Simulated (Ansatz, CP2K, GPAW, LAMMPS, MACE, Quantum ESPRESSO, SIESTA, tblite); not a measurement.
# Which run comes nearest? Aqueous Ca2+ and HSO4-, 2.3 mol of salt per kg of water at 360 K (85 atoms)

Density of this cell: 1.36 g/cm³. The cell holds 85 atoms: 32 O, 2 S, 50 H and 1 Ca. Its edges and angles: a = 9.346 Å, b = 9.346 Å, c = 9.346 Å, α = 90.0°, β = 90.0°, γ = 90.0°. 24 H2O, 1 Ca2+, 2 HSO4- placed at random, at 1.36 g/cm³; overlaps pushed apart, then 10 ps at 420 K with divalent ions of Li, Roberts, Chakravorty and Merz (J. Chem. Theory Comput. 9, 2733 (2013)); MMFF94 bonds, angles, torsions, charges and radii (Halgren, J. Comput. Chem. 17, 490 (1996)) in harmonic and 12-6 forms; SPC/E water (Berendsen, Grigera and Straatsma, J. Phys. Chem. 91, 6269 (1987)). Snapshot after 20 ps at 360 K and fixed volume.

Geometry: as built.

The reference, a calculation:

* method: Kohn-Sham DFT, PBE, PAW, plane waves (Ansatz 0.2.0); cutoff 420 eV, Γ point, fermi-dirac smearing of 0.05 eV; PAW set soft_2
* r.m.s. force component: 0.6325 eV/Å
* longest force: 2.187 eV/Å
* pressure: -0.8208 GPa
* gap (highest filled to lowest empty level): 4.112 eV
* SCF cycles: 9
* time: 6.2 s on 4 threads of Arm Neoverse V1, shared host
* CPU time: 23 s

Runs, in no order:
A. CP2K PBE, DZVP-MOLOPT-SR, 600/50 Ry, TRS4 filter 1e-03, SCF 1e-04: Kohn-Sham DFT, PBE, GTH-PBE pseudopotentials, Gaussian and plane waves, DZVP-MOLOPT-SR-GTH, linear-scaling purification of the density matrix
B. CP2K PBE, SZV-MOLOPT-SR, 600/50 Ry, diagonalisation: Kohn-Sham DFT, PBE, GTH-PBE pseudopotentials, Gaussian and plane waves, SZV-MOLOPT-SR-GTH, diagonalisation
C. SIESTA PBE, SZP, shift 0.01 Ry, mesh 500 Ry: Kohn-Sham DFT, PBE, PseudoDojo 0.4.1 norm-conserving pseudopotentials (converted to PSML), numerical atomic orbitals (SZP), diagonalisation
D. MACE MPA-0 medium potential: machine-learned interatomic potential MACE MPA-0 medium, trained on PBE(+U) plane-wave data
E. CP2K PBE, DZVP-UZH, 600/50 Ry, diagonalisation: Kohn-Sham DFT, PBE, GTH-PBE pseudopotentials, Gaussian and plane waves, DZVP-MOLOPT (UZH set), diagonalisation

Q: Order them from the smallest to the largest r.m.s. force difference.

D, E, A, C, B.

| run | Δ force, r.m.s. (meV/Å) | share of r.m.s. force (%) | CPU time |
| --- | --- | --- | --- |
| D. MACE MPA-0 medium potential | 85.8 | 13.6 | 10 s |
| E. CP2K PBE, DZVP-UZH, 600/50 Ry, diagonalisation | 151 | 23.9 | 3.6 min |
| A. CP2K PBE, DZVP-MOLOPT-SR, 600/50 Ry, TRS4 filter 1e-03, SCF 1e-04 | 329 | 52.0 | 75 s |
| C. SIESTA PBE, SZP, shift 0.01 Ry, mesh 500 Ry | 1464 | 231 | 1.9 min |
| B. CP2K PBE, SZV-MOLOPT-SR, 600/50 Ry, diagonalisation | 2668 | 422 | 1.8 min |

With short bonds to hydrogen, sets of potentials differ among themselves by several per cent in forces even at converged cutoffs, so the reference isn't exact here either. Machine-learned potentials mimic data converged in k, so the reference's own k-point error enters their differences. The network of contacts between molecules at the start is that of the classical potential that made the cell, and needn't be the one that DFT or experiment would give. The electronic-structure runs sample only Γ, in a cell whose shortest periodic width is 9 Å.

[Hosts, paths, dates, database ids (printed as entryN), source tags and the programs' standing remarks are cut or masked in the printed files.]

[The MMFF94 radii named for the starting cell were scaled by 0.96; in molecules described by MMFF94, hydrogen bound to N, O or S took a small fixed 12-6 site in their place.]
